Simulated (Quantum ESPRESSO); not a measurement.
# Magnetic state of BaFeO3 from several starts, part 2 of 2

Wanted: the moments of BaFeO3 and the energy of each order that was tried.

Quantum ESPRESSO 7.5; PBEsol with U = 4.5 eV on Fe d (ortho-atomic projectors); plane waves with GBRV 1.5 PBEsol potentials, no spin-orbit coupling.

So far, absolute magnetization (μB): step 2 (run 1, typed as ferro +) 4.36.

### Step 3. Run 2 (antiferro q=(1/2,1/2,1/2) +−)

The cell is doubled to 10 atoms to hold this order. The wavevector q is in fractions of the reciprocal vectors of the crystal's primitive cell, as the cells of these inputs are built from it; moments change sign between cells as cos(2π q·R).

pw.in

```
&CONTROL
  calculation = 'scf'
  prefix = 'pwscf'
  outdir = './tmp'
  pseudo_dir = './pseudo'
  disk_io = 'nowf'
/
&SYSTEM
  ibrav = 0
  nat = 10
  ntyp = 4
  ecutwfc = 40
  ecutrho = 280
  nbnd = 58
  occupations = 'smearing'
  smearing = 'fd'
  degauss = 0.00367493
  nspin = 2
  starting_magnetization(1) = 0
  starting_magnetization(2) = 0.25
  starting_magnetization(3) = -0.25
  starting_magnetization(4) = 0
/
&ELECTRONS
  conv_thr = 2d-08
  electron_maxstep = 150
  mixing_beta = 0.3
/
ATOMIC_SPECIES
Ba    137.3270 ba_pbesol_v1.uspp.F.UPF
Fe1    55.8450 fe_pbesol_v1.5.uspp.F.UPF
Fe2    55.8450 fe_pbesol_v1.5.uspp.F.UPF
O      15.9990 o_pbesol_v1.2.uspp.F.UPF
CELL_PARAMETERS angstrom
   7.9031333466    0.0000000000    0.0000000000
   3.9515666733    3.9515666733    0.0000000000
   3.9515666733    0.0000000000    3.9515666733
ATOMIC_POSITIONS crystal
Ba      0.0000000000    0.0000000000    0.0000000000
Ba      0.5000000000    0.0000000000    0.0000000000
Fe1     0.7500000000    0.5000000000    0.5000000000
Fe2     0.2500000000    0.5000000000    0.5000000000
O       0.5000000000    0.5000000000    0.5000000000
O       0.0000000000    0.5000000000    0.5000000000
O       0.0000000000    0.0000000000    0.5000000000
O       0.5000000000    0.0000000000    0.5000000000
O       0.0000000000    0.5000000000    0.0000000000
O       0.5000000000    0.5000000000    0.0000000000
K_POINTS automatic
3 6 6 0 0 0
HUBBARD {ortho-atomic}
U Fe1-3d 4.5000
U Fe2-3d 4.5000
```

The run is started by

```
> OMP_NUM_THREADS=1 mpirun -n 4 pw.x -nk 4 -in pw.in > pw.out
```

What it wrote:

```text
[banner, memory and clock lines left out]
Program PWSCF v.7.5 starts

     Message from routine setup:
     using ibrav=0 with symmetry is DISCOURAGED, use correct ibrav instead

     bravais-lattice index     =            0
     lattice parameter (alat)  =      14.9348  a.u.
     unit-cell volume          =     832.7882 (a.u.)^3
     number of atoms/cell      =           10
     number of atomic types    =            4
     number of electrons       =        88.00
     number of Kohn-Sham states=           58
     kinetic-energy cutoff     =      40.0000  Ry
     charge density cutoff     =     280.0000  Ry
     scf convergence threshold =      2.0E-08
     mixing beta               =       0.3000
     number of iterations used =            8  plain     mixing
     Exchange-correlation= SLA  PW   PSX  PSC
                           (   1   4  10   8   0   0   0)
     Hubbard projectors: ortho-atomic
     Hubbard parameters of DFT+U (Dudarev formulation) in eV:
     U(Fe1-3d) =  4.5000
     U(Fe2-3d) =  4.5000

     Internal variables: lda_plus_u =T, lda_plus_u_kind = 0

     Internal variables: orbital_resolved =F, hub_pot_fix =F, apply_U = F

     celldm(1)=  14.934758  celldm(2)=   0.000000  celldm(3)=   0.000000
     celldm(4)=   0.000000  celldm(5)=   0.000000  celldm(6)=   0.000000

     crystal axes: (cart. coord. in units of alat)
               a(1) = (   1.000000   0.000000   0.000000 )
               a(2) = (   0.500000   0.500000   0.000000 )
               a(3) = (   0.500000   0.000000   0.500000 )

     reciprocal axes: (cart. coord. in units 2 pi/alat)
               b(1) = (  1.000000 -1.000000 -1.000000 )
               b(2) = (  0.000000  2.000000  0.000000 )
               b(3) = (  0.000000  0.000000  2.000000 )

     PseudoPot. # 1 for Ba read from file:
     ba_pbesol_v1.uspp.F.UPF
     Pseudo is Ultrasoft + core correction, Zval = 10.0

     PseudoPot. # 2 for Fe read from file:
     fe_pbesol_v1.5.uspp.F.UPF
     Pseudo is Ultrasoft + core correction, Zval = 16.0

     PseudoPot. # 3 for Fe read from file:
     fe_pbesol_v1.5.uspp.F.UPF
     Pseudo is Ultrasoft + core correction, Zval = 16.0

     PseudoPot. # 4 for O  read from file:
     o_pbesol_v1.2.uspp.F.UPF
     Pseudo is Ultrasoft + core correction, Zval =  6.0

     atomic species   valence    mass     pseudopotential
     Ba               10.00   137.32700     Ba( 1.00)
     Fe1              16.00    55.84500     Fe( 1.00)
     Fe2              16.00    55.84500     Fe( 1.00)
     O                 6.00    15.99900     O ( 1.00)

     Starting magnetic structure
     atomic species   magnetization
     Ba              0.000
     Fe1             0.250
     Fe2            -0.250
     O               0.000

     48 Sym. Ops., with inversion, found (24 have fractional translation)

   Cartesian axes

     site n.     atom                  positions (alat units)
         1        Ba     tau(   1) = (   0.0000000   0.0000000   0.0000000  )
         2        Ba     tau(   2) = (   0.5000000   0.0000000   0.0000000  )
         3        Fe1    tau(   3) = (   1.2500000   0.2500000   0.2500000  )
         4        Fe2    tau(   4) = (   0.7500000   0.2500000   0.2500000  )
         5        O      tau(   5) = (   1.0000000   0.2500000   0.2500000  )
         6        O      tau(   6) = (   0.5000000   0.2500000   0.2500000  )
         7        O      tau(   7) = (   0.2500000   0.0000000   0.2500000  )
         8        O      tau(   8) = (   0.7500000   0.0000000   0.2500000  )
         9        O      tau(   9) = (   0.2500000   0.2500000   0.0000000  )
        10        O      tau(  10) = (   0.7500000   0.2500000   0.0000000  )

     number of k points=    10  Fermi-Dirac smearing, width (Ry)=  0.0037
                       cart. coord. in units 2pi/alat
        k(    1) = (   0.0000000   0.0000000   0.0000000), wk =   0.0092593
        k(    2) = (   0.0000000   0.0000000   0.3333333), wk =   0.0555556
        k(    3) = (   0.0000000   0.0000000   0.6666667), wk =   0.0555556
        k(    4) = (   0.0000000   0.0000000  -1.0000000), wk =   0.0277778
        k(    5) = (   0.0000000   0.3333333   0.3333333), wk =   0.1111111
        [... 5 further k-points ...]

     Dense  grid:    65955 G-vectors     FFT dimensions: (  80,  60,  60)

     Smooth grid:    28475 G-vectors     FFT dimensions: (  64,  45,  45)

     Check: negative core charge=   -0.000020
     Generating pointlists ...
     new r_m :   0.1458 (alat units)  2.1781 (a.u.) for type    1
     new r_m :   0.1031 (alat units)  1.5401 (a.u.) for type    2
     new r_m :   0.1031 (alat units)  1.5401 (a.u.) for type    3
     new r_m :   0.1031 (alat units)  1.5401 (a.u.) for type    4

     Initial potential from superposition of free atoms

     starting charge      85.9723, renormalised to      88.0000

     negative rho (up, down):  9.794E-02 9.794E-02

     STARTING HUBBARD OCCUPATIONS:

     =================== HUBBARD OCCUPATIONS ===================
     ------------------------ ATOM    3 ------------------------
     Tr[ns(  3)] (up, down, total) =   5.00000  0.00000  5.00000
     Atomic magnetic moment for atom   3 =   5.00000
     [... lines left out ...]
     ------------------------ ATOM    4 ------------------------
     Tr[ns(  4)] (up, down, total) =   0.00000  5.00000  5.00000
     Atomic magnetic moment for atom   4 =  -5.00000
     [... lines left out ...]
     Number of occupied Hubbard levels =   10.0000

     Atomic wfc used for Hubbard projectors are orthogonalized

     Starting wfcs are   76 randomized atomic wfcs

     Self-consistent Calculation

     iteration #  1     ecut=    40.00 Ry     beta= 0.30
     Davidson diagonalization with overlap
     ethr =  1.00E-02,  avg # of iterations =  2.0

     =================== HUBBARD OCCUPATIONS ===================
     ------------------------ ATOM    3 ------------------------
     Tr[ns(  3)] (up, down, total) =   4.53140  0.40657  4.93797
     Atomic magnetic moment for atom   3 =   4.12483
     [... lines left out ...]
     ------------------------ ATOM    4 ------------------------
     Tr[ns(  4)] (up, down, total) =   0.40657  4.53141  4.93798
     Atomic magnetic moment for atom   4 =  -4.12484
     [... lines left out ...]
     Number of occupied Hubbard levels =    9.8759

     negative rho (up, down):  9.466E-02 9.466E-02

     total energy              =    -833.60852443 Ry
     estimated scf accuracy    <       2.29837102 Ry

     total magnetization       =    -0.00 Bohr mag/cell
     absolute magnetization    =     8.44 Bohr mag/cell

     iteration #  2     ecut=    40.00 Ry     beta= 0.30
     Davidson diagonalization with overlap
     ethr =  2.61E-03,  avg # of iterations =  2.0

     negative rho (up, down):  9.339E-02 9.340E-02

     total energy              =    -833.92979578 Ry
     estimated scf accuracy    <       2.47356553 Ry

     total magnetization       =    -0.00 Bohr mag/cell
     absolute magnetization    =     6.63 Bohr mag/cell

     [... further iterations left out ...]

     iteration # 12     ecut=    40.00 Ry     beta= 0.30
     Davidson diagonalization with overlap
     ethr =  9.20E-10,  avg # of iterations =  1.9

     negative rho (up, down):  8.732E-02 8.732E-02

     total energy              =    -834.28441972 Ry
     estimated scf accuracy    <       0.00000003 Ry

     total magnetization       =    -0.00 Bohr mag/cell
     absolute magnetization    =     8.00 Bohr mag/cell

     iteration # 13     ecut=    40.00 Ry     beta= 0.30
     Davidson diagonalization with overlap
     ethr =  3.80E-11,  avg # of iterations =  2.0

     negative rho (up, down):  8.732E-02 8.732E-02

     Magnetic moment per site  (integrated on atomic sphere of radius R)
     atom   1 (R=0.146)  charge=  6.7865  magn=  0.0000
     atom   2 (R=0.146)  charge=  6.7865  magn=  0.0000
     atom   3 (R=0.103)  charge= 12.9532  magn=  3.5916
     atom   4 (R=0.103)  charge= 12.9532  magn= -3.5916
     atom   5 (R=0.103)  charge=  5.3648  magn= -0.0000
     atom   6 (R=0.103)  charge=  5.3648  magn= -0.0000
     atom   7 (R=0.103)  charge=  5.3649  magn= -0.0000
     atom   8 (R=0.103)  charge=  5.3649  magn= -0.0000
     atom   9 (R=0.103)  charge=  5.3649  magn= -0.0000
     atom  10 (R=0.103)  charge=  5.3649  magn= -0.0000

     End of self-consistent calculation

     =================== HUBBARD OCCUPATIONS ===================
     ------------------------ ATOM    3 ------------------------
     Tr[ns(  3)] (up, down, total) =   4.81705  0.94434  5.76139
     Atomic magnetic moment for atom   3 =   3.87271
     [... lines left out ...]
     ------------------------ ATOM    4 ------------------------
     Tr[ns(  4)] (up, down, total) =   0.94433  4.81704  5.76136
     Atomic magnetic moment for atom   4 =  -3.87271
     [... lines left out ...]
     Number of occupied Hubbard levels =   11.5228

     [... lines left out ...]
     the Fermi energy is    10.4369 ev

!    total energy              =    -834.28441977 Ry
     estimated scf accuracy    <          3.9E-09 Ry
     smearing contrib. (-TS)   =      -0.00302303 Ry
     internal energy E=F+TS    =    -834.28139673 Ry

     The total energy is F=E-TS. E is the sum of the following terms:
     one-electron contribution =    -406.14597055 Ry
     hartree contribution      =     254.07748245 Ry
     xc contribution           =    -156.51060035 Ry
     ewald contribution        =    -525.99848212 Ry
     Hubbard energy            =       0.29617383 Ry

     total magnetization       =    -0.00 Bohr mag/cell
     absolute magnetization    =     8.00 Bohr mag/cell

     convergence has been achieved in  13 iterations
```

Run time: 55 s. Hardware: 4 MPI ranks of Arm Neoverse V1, shared host; peak memory 0.98 GiB.

Spin moment in the atom's sphere by atom:

```
atom  spin moment in the atom's sphere (μB)
 Ba1                                   0.00
 Ba2                                   0.00
 Fe3                                   3.59
 Fe4                                  -3.59
  O5                                   0.00
  O6                                   0.00
  O7                                   0.00
  O8                                   0.00
  O9                                   0.00
 O10                                   0.00
```

Read from the output:

```
smearing term TS       : 0.04113 eV
magnetization          : 0 μB
absolute magnetization : 8.001 μB
final state            : antiferromagnetic
```

### Step 4. Start 3: antiferro q=(0,1/2,1/2) +−

The cell is doubled to 10 atoms to hold this order.

pw.in

```
&CONTROL
  calculation = 'scf'
  prefix = 'pwscf'
  outdir = './tmp'
  pseudo_dir = './pseudo'
  disk_io = 'nowf'
/
&SYSTEM
  ibrav = 0
  nat = 10
  ntyp = 4
  ecutwfc = 40
  ecutrho = 280
  nbnd = 58
  occupations = 'smearing'
  smearing = 'fd'
  degauss = 0.00367493
  nspin = 2
  starting_magnetization(1) = 0
  starting_magnetization(2) = 0.25
  starting_magnetization(3) = -0.25
  starting_magnetization(4) = 0
/
&ELECTRONS
  conv_thr = 2d-08
  electron_maxstep = 150
  mixing_beta = 0.3
/
ATOMIC_SPECIES
Ba    137.3270 ba_pbesol_v1.uspp.F.UPF
Fe1    55.8450 fe_pbesol_v1.5.uspp.F.UPF
Fe2    55.8450 fe_pbesol_v1.5.uspp.F.UPF
O      15.9990 o_pbesol_v1.2.uspp.F.UPF
CELL_PARAMETERS angstrom
   3.9515666733    0.0000000000    0.0000000000
   0.0000000000    7.9031333466    0.0000000000
   0.0000000000    3.9515666733    3.9515666733
ATOMIC_POSITIONS crystal
Ba      0.0000000000    0.0000000000    0.0000000000
Ba      0.0000000000    0.5000000000    0.0000000000
Fe1     0.5000000000    0.0000000000    0.5000000000
Fe2     0.5000000000    0.5000000000    0.5000000000
O       0.0000000000    0.0000000000    0.5000000000
O       0.0000000000    0.5000000000    0.5000000000
O       0.5000000000    0.7500000000    0.5000000000
O       0.5000000000    0.2500000000    0.5000000000
O       0.5000000000    0.2500000000    0.0000000000
O       0.5000000000    0.7500000000    0.0000000000
K_POINTS automatic
6 3 6 0 0 0
HUBBARD {ortho-atomic}
U Fe1-3d 4.5000
U Fe2-3d 4.5000
```

What it wrote:

```text
     [... lines left out ...]
Program PWSCF v.7.5 starts
     [... lines left out ...]
     number of atoms/cell      =           10
     [... lines left out ...]
     number of electrons       =        88.00
     number of Kohn-Sham states=           58
     kinetic-energy cutoff     =      40.0000  Ry
     charge density cutoff     =     280.0000  Ry
     scf convergence threshold =      2.0E-08
     [... lines left out ...]
     16 Sym. Ops., with inversion, found ( 8 have fractional translation)
     [... lines left out ...]
     number of k points=    24  Fermi-Dirac smearing, width (Ry)=  0.0037
     [... lines left out ...]
     iteration # 14     ecut=    40.00 Ry     beta= 0.30
     [... lines left out ...]
     Magnetic moment per site  (integrated on atomic sphere of radius R)
     atom   1 (R=0.292)  charge=  6.7880  magn=  0.0000
     atom   2 (R=0.292)  charge=  6.7880  magn=  0.0000
     atom   3 (R=0.206)  charge= 12.9406  magn=  3.5888
     atom   4 (R=0.206)  charge= 12.9406  magn= -3.5888
     atom   5 (R=0.206)  charge=  5.3652  magn=  0.0802
     atom   6 (R=0.206)  charge=  5.3652  magn= -0.0802
     atom   7 (R=0.206)  charge=  5.3691  magn=  0.0000
     atom   8 (R=0.206)  charge=  5.3691  magn=  0.0000
     atom   9 (R=0.206)  charge=  5.3691  magn=  0.0000
     atom  10 (R=0.206)  charge=  5.3691  magn=  0.0000
     [... lines left out ...]
     Tr[ns(  3)] (up, down, total) =   4.80650  0.94133  5.74783
     [... lines left out ...]
     Tr[ns(  4)] (up, down, total) =   0.94132  4.80650  5.74782
     [... lines left out ...]
     the Fermi energy is    10.4438 ev
!    total energy              =    -834.29838226 Ry
     estimated scf accuracy    <       0.00000002 Ry
     smearing contrib. (-TS)   =      -0.00313161 Ry
     [... lines left out ...]
     total magnetization       =     0.00 Bohr mag/cell
     absolute magnetization    =     8.30 Bohr mag/cell
     convergence has been achieved in  14 iterations
```

Run time: 89 s. Hardware: 4 MPI ranks; peak memory 1.1 GiB; 5.9 min of CPU time.

Spin moment in the atom's sphere by atom:

```
atom  spin moment in the atom's sphere (μB)
 Ba1                                   0.00
 Ba2                                   0.00
 Fe3                                   3.59
 Fe4                                  -3.59
  O5                                   0.08
  O6                                  -0.08
  O7                                   0.00
  O8                                   0.00
  O9                                   0.00
 O10                                   0.00
```

This step gave:

```
smearing term TS       : 0.04261 eV
magnetization          : 0 μB
absolute magnetization : 8.302 μB
final state            : antiferromagnetic
```

### Step 5. Energies of the orders

An order is kept where moments of 0.15 μB or more survive with the typed signs; meshes match where a doubled cell samples the same k points as the first cell.

Orders:

```
                       start        final state  typed order kept  energy over the lowest (meV a seeded atom)  largest site moment (μB)  net moment (μB a cell of the first run)  mesh matched  CPU time (s)
                     ferro +      ferromagnetic               yes                                           0                     3.611                                    4.093           yes         61.41
antiferro q=(1/2,1/2,1/2) +-  antiferromagnetic               yes                                       244.6                     3.592                                        0           yes         219.1
  antiferro q=(0,1/2,1/2) +-  antiferromagnetic               yes                                       149.6                     3.589                                        0           yes         354.4
```

### Step 6. Couplings from the energies

E = −Σ J e·e over ordered pairs of unit vectors, so each pair counts twice. As many shells are taken as there are differences of energy, so the couplings are solved for and no residual tests the model; further shells are folded in, and shells whose pairs keep their relative signs in all orders cancel and are not probed. Couplings from the energies:

```
 pair  distance (Å)  neighbours an atom  J (meV)
Fe-Fe         3.952                   6    20.38
Fe-Fe         5.588                  12  -0.8415
```

### Step 7. Occupations of the corrected shells in the lowest state

Occupations of the Hubbard shells:

```
block  type  shell  spin  electrons             occupation numbers
    2    Fe     3d    up        4.8  0.905 0.905 0.997 0.997 0.997
    2    Fe     3d  down     0.9193  0.142 0.142 0.142 0.246 0.246
```

### Step 8. What came out

| Property | Result |
| --- | --- |
| lowest state found | ferromagnetic (from ferro +) |
| largest site moment | 3.61 μB |
| next state with moments | antiferromagnetic, 150 meV a seeded atom higher |
| J of the weightiest shell (Fe-Fe, 3.95 Å; E = −Σ J e·e, ordered pairs) | 20.4 meV |

In words: The largest moment changes by 0.62 % between the kept orders, as for well localised moments. This is the lowest of 3 collinear or spinless starts, no proof of the ground state. The smearing term is large for its width, so states at the Fermi level are partly filled: at this level the cell is a metal or has a gap of a few widths at most.

[Logs and program files are shortened in this print: banners, set-up blocks, solver, clock and traceback lines can be left out without a mark of their own.]

[Logs are printed without paths, hosts, clocks, repeated set-up lines and the standing remarks that a program may print on its own settings, such as how far it seeks lower states.]

[Hosts, paths, dates, database ids (printed as entryN), source tags and the programs' standing remarks are cut or masked in the printed files.]

[Where a cell is said to come from a database of computed structures, the database is the Materials Project.]
